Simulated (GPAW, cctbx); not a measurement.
# By hand: from a DFT structure factor to an extinction distance in Fe3Os

Fe3Os, Pm-3m (no. 221), a = 3.5792 Å, b = 3.5792 Å, c = 3.5792 Å, α = 90.00°, β = 90.00°, γ = 90.00°.

| atom | mult. | x | y | z |
| --- | --- | --- | --- | --- |
| Os1 | 1 | 0 | 0 | 0 |
| Fe1 | 3 | 1/2 | 1/2 | 0 |

The start was made by putting kin elements into a known structure type; the compound need not exist, or be stable, in this form.

A DFT run (GPAW, PBE, 450 eV, 7×7×7 k-points, Fermi–Dirac width 0.1 eV, spin-polarised) gives the static X-ray structure factor of 010 as 46.527 e for the conventional cell; superposed free atoms give 46.675 e. **Problem.** Find the Fourier component V of the crystal potential and the two-beam extinction distance at 120 kV in both cases.

## Step 1: Geometry

The cell volume is Ω = 45.85 Å³ and d(010) = 3.5792 Å, so g = 1/d = 0.2794 Å⁻¹.

## Step 2: The nuclei

Electrons feel nuclei as well as electrons, so the nuclear charges are summed with the same phases.

Phase sums Σ exp(2πi h·x), turned so that the total is real and positive: Os +1.000, Fe -1.000. Then F_Z = 76 × (+1.000) + 26 × (-1.000) = 50.00 e. The electron term has the same sign for this reflection.

## Step 3: Mott–Bethe

Poisson's equation, term by term, gives V = (e/4πε₀)(F_Z − F)/(πΩg²), with e/4πε₀ = 14.3996 V Å.

The prefactor is 14.3996 × 3.5792²/(π × 45.85) = 1.28064 V per electron. Free atoms: (50.00 − 46.675) × 1.28064 = 4.258 V. Crystal: (50.00 − 46.527) × 1.28064 = 4.448 V. F changes by -0.32 % and V by +4.5 %: the same 0.15 e is measured against F_Z − F = 3.3 e in place of F = 46.7 e.

## Step 4: Extinction distance

In the two-beam case ξ = 1/(λU) with U = 2γm₀eV/h², that is ξ = 150.41 V Å²/(γλV).

At 120 kV, λ = 0.03349 Å and γ = 1.2348. Free atoms: ξ = 854 Å. Crystal: ξ = 818 Å. The thickness fringes go as sin²(πt/ξ), so the two patterns slip by a quarter of a period when t|1/ξ₁ − 1/ξ₀| = 1/4, at t ≈ 480 nm. Thermal motion, absorption and many-beam coupling, left out here, change a real pattern.

## Step 5: Answer

V(010) is 4.45 V against 4.26 V, and ξ is 818 against 854 Å. Limits: static atoms, two beams; a ferromagnetic start is the only order tried, and the real ground state may be antiferromagnetic or insulating.
